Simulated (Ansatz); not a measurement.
# NiTe2 monolayer (2H): the cell at rest

Task: relax NiTe2 monolayer (2H) tightly.

Method: DFT PBEsol, scalar-relativistic, plane waves, PAW; PAW set soft_1, in Ansatz 0.2.0.

Most raw output is cut from this account.

## Step 1: Set-up

The cell holds 3 atoms: 1 Ni and 2 Te. Its edges and angles: a = 3.680 Å, b = 3.680 Å, c = 20.000 Å, α = 90.0°, β = 90.0°, γ = 120.0°. It derives from NiTe2. Vacuum lies along c.

Structure file:

```cif
data_structure
_symmetry_space_group_name_H-M 'P 1'
_symmetry_Int_Tables_number 1
_cell_length_a 3.6800
_cell_length_b 3.6800
_cell_length_c 20.0000
_cell_angle_alpha 90.000
_cell_angle_beta 90.000
_cell_angle_gamma 120.000
_cell_volume 234.56
loop_
_atom_site_label
_atom_site_type_symbol
_atom_site_fract_x
_atom_site_fract_y
_atom_site_fract_z
_atom_site_occupancy
Ni1 Ni 0.33333 0.66667 0.50000 1
Te2 Te 0.66667 0.33333 0.59000 1
Te3 Te 0.66667 0.33333 0.41000 1
```

## Step 2: A coarse first look

A quick single point on a coarse mesh tells whether the cell has a gap and how far it is from rest, which sets the k mesh and smearing that follow.

The program solves this slab on a cell height of its own, 31.0 Å, in place of the one typed.

The input, input.yaml:

```yaml
crystal:
  lattice:
    - [3.68, 0.0, 0.0]
    - [-1.84, 3.18697, 0.0]
    - [0.0, 0.0, 20.0]
  atoms:
    - { symbol: Ni, position: [0.333333, 0.666667, 0.5] }
    - { symbol: Te, position: [0.666667, 0.333333, 0.59] }
    - { symbol: Te, position: [0.666667, 0.333333, 0.41] }
  periodic: [true, true, false]
kpoints:
  mp_grid: { grid: [6, 6, 1] }
hamiltonian:
  xc: pbesol
  pseudopotentials: { kind: paw, azcp: { folder: soft_1 }, xc_functional: pbe }
scf:
  occupations: { method: gaussian, width: 0.1 }
output:
  forces: true
  stress: true
  eigenvalues: true
```

Run with:

```console
ansatz run input.yaml --threads 4 --pin off --max-ram 16384MiB --backend cpu --events-out ev --progress --plain --runs-dir out
```

Elapsed: 2.7 s, on 4 threads of Arm Neoverse V1, shared host; peak memory 0.6 GiB.

This run has no spin polarisation, although Ni can carry a moment.

Numbers from this step:

```yaml
gap_on_the_k_mesh: 0 eV
area_per_atom: 3.909 Å²
```

The coarse mesh shows no gap.

## Step 3: Coarse relaxation

The start is far from rest, so a relaxation with loose tolerances brings it close first.

The program solves this slab on a cell height of its own, 31.0 Å, in place of the one typed.

input.yaml, as its differences from that of step 2:

```diff
@@ -21 +21,6 @@
   eigenvalues: true
+relax:
+  adjacent_minimum: "off"
+  f_tol: 0.05
+  max_steps: 80
+  cell: { stress_2d_tol: 0.02 }
```

Run time: 20 s. Hardware: 4 threads; peak memory 0.67 GiB.

Relaxation path:

```
step  energy less that of the first step (eV)  largest force component (eV/Å)  volume (Å³)
   1                                   0.0000                          1.8666       363.57
   2                                  -0.7170                          1.2264       355.97
   3                                  -0.8557                          0.8540       354.67
   4                                  -0.9023                          0.2402       351.44
   5                                  -0.9073                          0.0373       351.34
   6                                  -0.9075                          0.0019       351.15
  7*                                  -0.9067                          0.0021       351.15
```

Relaxation steps marked * repeat the geometry before them on a plane-wave basis chosen anew for their cell, so energy and pressure can jump there.

Forces are held to the 12 operations that the run works with; a distortion that breaks them can't arise in this run.

```
cell as run  before  after  change
      a (Å)   3.680  3.617  -1.7 %
      b (Å)   3.680  3.617  -1.7 %
```

The atoms that moved most (Å, along periodic axes as changes of fractional coordinates times the final cell, across vacuum about the mean position):

```
atom     dx     dy      dz  length
 Te3  0.000  0.000   0.323   0.323
 Te2  0.000  0.000  -0.323   0.323
```

The relaxed structure:

```xyz
3
Lattice="3.6166 0.0000 0.0000 -1.8083 3.1321 0.0000 0.0000 0.0000 31.0000" Properties=species:S:1:pos:R:3
Ni    0.0000    2.0880   10.0000
Te    1.8083    1.0440   11.4773
Te    1.8083    1.0440    8.5227
```

Numbers from this step:

```
area per atom : 3.776 Å²
```

The relaxation ends with a largest force component of 0.0021 eV/Å.

## Step 4: Bringing the structure to rest

The cell and atoms are relaxed, since residual forces and stress would shift the frequencies.

The input, input.yaml:

```yaml
crystal:
  lattice:
    - [3.6165878249, 0.0, 0.0]
    - [-1.8082939124, 3.1320569314, 0.0]
    - [0.0, 0.0, 31.0]
  atoms:
    - { symbol: Ni, position: [0.3333333333, 0.6666666667, 0.3225806452] }
    - { symbol: Te, position: [0.6666666667, 0.3333333333, 0.3702340939] }
    - { symbol: Te, position: [0.6666666667, 0.3333333333, 0.2749271964] }
  periodic: [true, true, false]
kpoints:
  mp_grid: { grid: [15, 15, 1] }
hamiltonian:
  xc: pbesol
  pseudopotentials: { kind: paw, azcp: { folder: soft_1 }, xc_functional: pbe }
scf:
  occupations: { method: gaussian, width: 0.1 }
output:
  forces: true
  stress: true
  eigenvalues: true
  write_density: true
  write_potential: true
  elf: true
  volumetric_format: npy
relax:
  adjacent_minimum: "off"
  f_tol: 0.005
  max_steps: 80
  cell: { stress_2d_tol: 0.02 }
```

It took 44 s on 4 threads; peak memory 0.78 GiB; 2.9 min of CPU time.

Little changed from the start: no atom moved by 0.005 Å and no cell edge by 0.1 %.

This step gave:

| Item | Value |
| --- | --- |
| area per atom | 3.77 Å² |

Electrostatic potential energy in the ac plane at fractional y = 0.333, with atoms of Te within 0.2 Å of it. With pseudopotentials it is smooth inside the atoms' cores, unlike the true potential.

Ten even steps from '0' (-27 eV) to '9' (0 eV), each cell a mean:
```
99999999999999
99999999999999
99999999999999
99999999999999
99999999999999
99999999999999
99999999999999
99999999999999
99999999999999
99999999999999
99999999999999
99999999999999
99999999999999
99999999999999
89998732344235
78888621344224
88788764333457
78998500465103
99999998777889
99999999999999
99999999999999
99999999999999
99999999999999
99999999999999
```
Columns run along a (3.6 Å; values clipped at the 3rd and 97th percentile), rows up along c (31.0 Å). Atoms in or near the plane, at fractional coordinates: Te at (0.67, 0.37), Te at (0.67, 0.27).

ELF in the ac plane at fractional y = 0.333, with atoms of Te within 0.2 Å of it. It is the smooth field of the valence electrons, not physical close to the nuclei.

Ten even steps from '0' (0.00) to '9' (0.69), each cell a mean:
```
00000000000000
00000000000000
00000000000000
00000000000000
00000000000000
00000000000000
00000000000000
00000000000000
00000000000000
00000000000000
00000000000000
00000000000000
00000000000000
10001356787764
74236887555688
64345664323456
43234555544555
75347874222367
41012689999987
00000011222110
00000000000000
00000000000000
00000000000000
00000000000000
```
Columns run along a (3.6 Å), rows up along c (31.0 Å). Atoms in or near the plane, at fractional coordinates: Te at (0.67, 0.37), Te at (0.67, 0.27).

Valence density in the ac plane at fractional y = 0.333, with atoms of Te within 0.2 Å of it. It is the smooth field of the valence electrons, not physical close to the nuclei.

Ten steps, logarithmic in the rise over the least value, from '_' (0 e/Å³) to '@' (10 e/Å³), each cell a mean:
```
____________________________
____________________________
____________________________
____________________________
____________________________
____________________________
____________________________
____________________________
____________________________
____________________________
____________________________
____________________________
____________________________
____________________________
::........::==++##%%%%**==--
::::::::::--==**%%@@%%##++--
::::::::::::--==++++++==----
::::....::--++##@@@@@@%%++--
____________....::::::::....
____________________________
____________________________
____________________________
____________________________
____________________________
```
Columns run along a (3.6 Å), rows up along c (31.0 Å). Atoms in or near the plane, at fractional coordinates: Te at (0.67, 0.37), Te at (0.67, 0.27).

## Step 5: Relaxing to small forces for the phonons

Phonons need a cell at rest on their own settings, so the relaxation is repeated with tight tolerances on forces and stress, using the mesh and the filling of the phonon run that follows.

input.yaml, the sections that differ from step 4:

```yaml
crystal:
  lattice:
    - [3.613816342, 0.0, 0.0]
    - [-1.806908171, 3.1296567568, 0.0]
    - [0.0, 0.0, 31.0]
  atoms:
    - { symbol: Ni, position: [0.3333333333, 0.6666666667, 0.3225806452] }
    - { symbol: Te, position: [0.6666666667, 0.3333333333, 0.3701754575] }
    - { symbol: Te, position: [0.6666666667, 0.3333333333, 0.2749858328] }
  periodic: [true, true, false]
kpoints:
  mp_grid: { grid: [18, 18, 1] }
scf:
  occupations: { method: methfessel_paxton, width: 0.2 }
relax:
  adjacent_minimum: "off"
  f_tol: 0.001
  max_steps: 60
  cell: { stress_2d_tol: 0.002 }
# hamiltonian, output: as in step 4
```

Elapsed: 79 s, on 4 threads; peak memory 0.85 GiB.

Relaxation path:

```
step  energy less that of the first step (eV)  largest force component (eV/Å)  volume (Å³)
   1                                   0.0000                          0.0122       350.61
   2                                  -0.0002                          0.0017       351.59
   3                                  -0.0002                          0.0004       353.19
   4                                  -0.0002                          0.0002       353.12
  5*                                  -0.0004                          0.0001       353.12
```

Relaxation steps marked * repeat the geometry before them on a plane-wave basis chosen anew for their cell, so energy and pressure can jump there.

The run keeps the 12 symmetry operations that it works with, so distortions that break them were not tested.

```
cell as run  before  after  change
      a (Å)   3.614  3.627  +0.4 %
      b (Å)   3.614  3.627  +0.4 %
```

The relaxed structure:

```
Ni Te
1.0
     3.62674    0.00000    0.00000
    -1.81337    3.14085    0.00000
     0.00000    0.00000   31.00000
Ni Te
1 2
Direct
  0.33333 0.66667 0.32258
  0.66667 0.33333 0.36989
  0.66667 0.33333 0.27527
```

Numbers from this step:

```yaml
area_per_atom: 3.797 Å²
```

ELF in the ac plane at fractional y = 0.333, with atoms of Te within 0.2 Å of it. It is the smooth field of the valence electrons, not physical close to the nuclei.

Ten even steps from '0' (0.00) to '9' (0.69), each cell a mean:
```
00000000000000
00000000000000
00000000000000
00000000000000
00000000000000
00000000000000
00000000000000
00000000000000
00000000000000
00000000000000
00000000000000
00000000000000
00000000000000
10001356787754
74226887655688
64345664323456
43234555544555
75347874222367
31012589999987
00000011122110
00000000000000
00000000000000
00000000000000
00000000000000
```
Columns run along a (3.6 Å), rows up along c (31.0 Å). Atoms in or near the plane, at fractional coordinates: Te at (0.67, 0.37), Te at (0.67, 0.28).

Electrostatic potential energy in the ac plane at fractional y = 0.333, with atoms of Te within 0.2 Å of it. With pseudopotentials it is smooth inside the atoms' cores, unlike the true potential.

Values in eV, 24 rows by 14 columns, each cell a mean:
```
  0   0   0   0   0   0   0   0   0   0   0   0   0   0
  0   0   0   0   0   0   0   0   0   0   0   0   0   0
  0   0   0   0   0   0   0   0   0   0   0   0   0   0
  0   0   0   0   0   0   0   0   0   0   0   0   0   0
  0   0   0   0   0   0   0   0   0   0   0   0   0   0
  0   0   0   0   0   0   0   0   0   0   0   0   0   0
  0   0   0   0   0   0   0   0   0   0   0   0   0   0
  0   0   0   0   0   0   0   0   0   0   0   0   0   0
  0   0   0   0   0   0   0   0   0   0   0   0   0   0
  0   0   0   0   0   0   0   0   0   0   0   0   0   0
  0   0   0   0   0   0   0   0   0   0   0   0   0   0
  0   0   0   0   0   0   0   0   0   0   0   0   0   0
  0   0   0   0   0   0   0   0   0   0   0   0   0   0
  0   0   0   0   0   0  -1  -1  -1  -1  -1  -1  -1  -1
 -4  -2  -1  -2  -3  -8 -16 -20 -17 -15 -16 -20 -18 -11
 -6  -4  -4  -4  -5 -10 -19 -22 -18 -15 -16 -21 -21 -14
 -5  -5  -5  -5  -5  -6 -10 -15 -17 -17 -18 -16 -12  -8
 -6  -3  -2  -2  -5 -12 -25 -27 -15 -10 -12 -24 -26 -17
 -1  -1   0  -1  -1  -1  -3  -4  -6  -7  -6  -5  -3  -2
  0   0   0   0   0   0   0   0   0   0   0   0   0   0
  0   0   0   0   0   0   0   0   0   0   0   0   0   0
  0   0   0   0   0   0   0   0   0   0   0   0   0   0
  0   0   0   0   0   0   0   0   0   0   0   0   0   0
  0   0   0   0   0   0   0   0   0   0   0   0   0   0
```
Columns run along a (3.6 Å; values clipped at the 3rd and 97th percentile), rows up along c (31.0 Å). Atoms in or near the plane, at fractional coordinates: Te at (0.67, 0.37), Te at (0.67, 0.28).

Valence density in the ac plane at fractional y = 0.333, with atoms of Te within 0.2 Å of it. It is the smooth field of the valence electrons, not physical close to the nuclei.

Ten steps, logarithmic in the rise over the least value, from '0' (0 e/Å³) to '9' (10 e/Å³), each cell a mean:
```
00000000000000
00000000000000
00000000000000
00000000000000
00000000000000
00000000000000
00000000000000
00000000000000
00000000000000
00000000000000
00000000000000
00000000000000
00000000000000
00000000000000
21111245788643
22222346898753
22222234565433
22112347999853
00000011222211
00000000000000
00000000000000
00000000000000
00000000000000
00000000000000
```
Columns run along a (3.6 Å), rows up along c (31.0 Å). Atoms in or near the plane, at fractional coordinates: Te at (0.67, 0.37), Te at (0.67, 0.28).

The largest force component left is 0.11 meV/Å, within the tolerances set.

## Step 6: Summary of results

```json
{
  "space group after relaxation (within 0.01 Å)": "P-6m2",
  "lattice constant a": "3.627 Å",
  "lattice constant b": "3.627 Å",
  "area per atom": "3.80 Å²"
}
```

**Reading.** The largest force component left is 0.11 meV/Å, within the tolerances set. The relaxation keeps the symmetry of its start, so it says nothing on stability against lower symmetry. The runs are without spin polarisation, although Ni often carries a moment. Spin-orbit coupling is left out, which can matter for the heavy elements here. The PAW files were made for PBE and serve the other functionals too. The starting cell was built on a prototype and not taken from a measurement.

[Logs are printed without paths, hosts, clocks, repeated set-up lines and the standing remarks that a program may print on its own settings, such as how far it seeks lower states.]

[Hosts, paths, dates, database ids (printed as entryN), source tags and the programs' standing remarks are cut or masked in the printed files.]
